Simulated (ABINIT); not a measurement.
Computed results, one entry a study.

## A GW chain in ABINIT: SiO2 (P3_221)

The structure is trigonal, space group P3_221 (No. 154). Conventional cell: a = 4.916 Å, b = 4.916 Å, c = 5.408 Å, α = 90.00°, β = 90.00°, γ = 120.00°. Si has 4 O at 1.61 Å nearest. Nearest to O lie 2 Si at 1.61 Å. Farther neighbours, and contacts between anions beyond the nearest, are not listed.

```xyz
9
Lattice="4.9164 0.0000 0.0000 -2.4582 4.2577 0.0000 0.0000 0.0000 5.4084" Properties=species:S:1:pos:R:3 pbc="T T T"
Si    2.3094    0.0000    3.6056
Si   -1.1547    2.0000    1.8028
Si    1.3035    2.2577    0.0000
O     1.3754    1.1393    4.2487
O     3.2420    0.6215    2.4459
O     2.7571    2.4970    0.6431
O     0.2990    1.7607    1.1597
O    -1.0828    3.1184    2.9625
O     0.7839    3.6362    4.7653
```

```yaml
method: RPA screening on LDA, plane waves, norm-conserving pseudopotentials (and 2 further levels or steps)
program: ABINIT 10.8.3
settings: cutoff 36 Ha, PseudoDojo scalar-relativistic 0.4.1 standard, norm-conserving, potential set dojo-sr-lda-0.4.1-standard, ngkpt (3, 3, 2), nband 179, ecuteps 3.9 Ha, inclvkb 2, shiftk (0, 0, 0), symchi 1, awtr 1, frequency ppm, 3×3×2 k-mesh
cost: 5 runs, 7.4 min in all on 4 MPI ranks of Arm Neoverse V1, shared host
notes: The program’s warnings: nkpt*nsppol () is not a multiple of nproc spkpt (). The cell and positions come from the Crystallography Open Database and are kept as given unless a step says otherwise. The 3×3×2 mesh is coarse for this cell, which bears on the long-range parts of exchange and screening.
lda_gap: 5.79 eV, indirect
g0w0_gap_on_the_mesh: 8.72 eV
gw_settings: 3×3×2 mesh, 179 bands, screening to 106.1 eV, Godby-Needs plasmon pole
known_limits: short of the basis limit; coarse k mesh
```

G0W0 moves the gap on the mesh from 5.79 eV to 8.72 eV (+2.93 eV), with Z of 0.82 and 0.87 at the edges. Local fields lower the RPA ε∞ on this mesh from 2.60 to 2.40; a Γ-centred mesh this coarse tends to raise both, most where the direct gap is narrow, while a short band sum lowers them.

[Long decimals in the printed logs are rounded to 6 places.]

[Logs are printed without paths, hosts, clocks, repeated set-up lines and the standing remarks that a program may print on its own settings, such as how far it seeks lower states.]

[Paths, hosts, dates, memory and timing lines, banners, echoed tables and standing remarks are left out of the program output; an Ansatz launch command may be rebuilt from the run's recorded settings. Measured values are a selection of at most five: reports struck by readers or far from the other reports are left out. None is set beside runs whose start may be inverted or whose files or cutoffs have a known fault.]

[Runs of the session that timed out or met a known fault of the program may be left out.]

[Hosts, paths, dates, database ids (printed as entryN), source tags and the programs' standing remarks are cut or masked in the printed files.]

[G0W0 gaps are taken among the corrected bands and points alone; a level outside them can change the order at an edge.]

[Where Ansatz stands beside ABINIT at settings called matched, ABINIT's density can come from a denser mesh and the files from another edition; pairs whose starting gaps differed by over 0.03 eV were left out, so agreement reads better than it is.]
